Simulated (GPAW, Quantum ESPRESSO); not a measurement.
Consider BAs (F-43m).

```xyz
2
Lattice="0.0000 2.3885 2.3885 2.3885 0.0000 2.3885 2.3885 2.3885 0.0000" Properties=species:S:1:pos:R:3 pbc="T T T"
As    3.5827    3.5827    3.5827
B     0.0000    0.0000    0.0000
```

Absorber: atom 2, with 4 As at 2.07 Å (tetrahedral, site symmetry -43m). Method: Quantum ESPRESSO XSpectra, PBE, full core hole (charged cell), 16-atom cell with 6.8 Å between holes, 4×4×4 k points, dipole transitions, Lorentzian half width 0.3 eV up to 4 eV, rising linearly to 2.5 eV at 25 eV (counted from xe0, 0.3 eV below the zero used here).

Where do the maxima of the B K edge fall?

Main maxima up to 24 eV above the zero (height): 1.0 eV (1.86), 2.8 eV (1.83), 4.2 eV (2.57), 7.9 eV (1.30), 14.4 eV (0.69) and 22.7 eV (0.65). A K edge sees empty p states on the absorber. The total-energy difference plus the lowest empty eigenvalue puts the zero at 194.23 eV. One term is added: -5.59 eV, since the hole is spin-paired here and a spin-polarised one costs that much less in the free atom (computed apart). The photon energy is then 188.64 eV. The functional and the charged cell's background leave an error of a few eV in such absolute values.

The B K spectrum (energy from the lowest empty level; intensity scaled to a mean of 1 over the first 20 eV; the points at xe0, where the cut of filled states can leave a spike, are interpolated):

```tsv
E (eV)	intensity
-2.0	0.06
-1.4	0.08
-0.8	0.12
-0.2	0.26
0.4	0.78
1.0	1.83
1.6	1.29
2.2	1.45
2.8	1.81
3.4	1.71
4.0	2.48
4.6	1.99
5.2	1.38
5.8	1.06
6.4	1.10
7.0	1.11
7.6	1.26
8.2	1.22
8.8	0.97
9.4	0.92
10.0	0.94
10.6	0.93
11.2	0.86
11.8	0.74
12.4	0.64
13.0	0.62
13.6	0.65
14.2	0.68
14.8	0.68
15.4	0.64
16.0	0.58
16.6	0.53
17.2	0.50
17.8	0.49
18.4	0.50
19.0	0.52
19.6	0.54
20.2	0.57
20.8	0.60
21.4	0.62
22.0	0.64
22.6	0.65
23.2	0.65
23.8	0.64
24.4	0.63
25.0	0.62
25.6	0.62
26.2	0.62
26.8	0.62
27.4	0.62
28.0	0.60
28.6	0.59
29.2	0.57
29.8	0.56
30.4	0.55
31.0	0.54
31.6	0.53
```

The structure is a published determination, not relaxed.

[Banner, clock and machine lines of the logs are left out without a mark of their own.]

[Logs are printed without paths, hosts, clocks, repeated set-up lines and the standing remarks that a program may print on its own settings, such as how far it seeks lower states.]

[Hosts, paths, dates, database ids (printed as entryN), source tags and the programs' standing remarks are cut or masked in the printed files.]

[Lists of maxima count a maximum above −3 eV only where it reaches 4 % of the highest in the window and stands out from its surroundings by 2 % of it (1.5 % where it reaches 55 %); shoulders and weaker maxima are passed over, and of the rest the first, up to two pre-edge ones and the few strongest are named.]
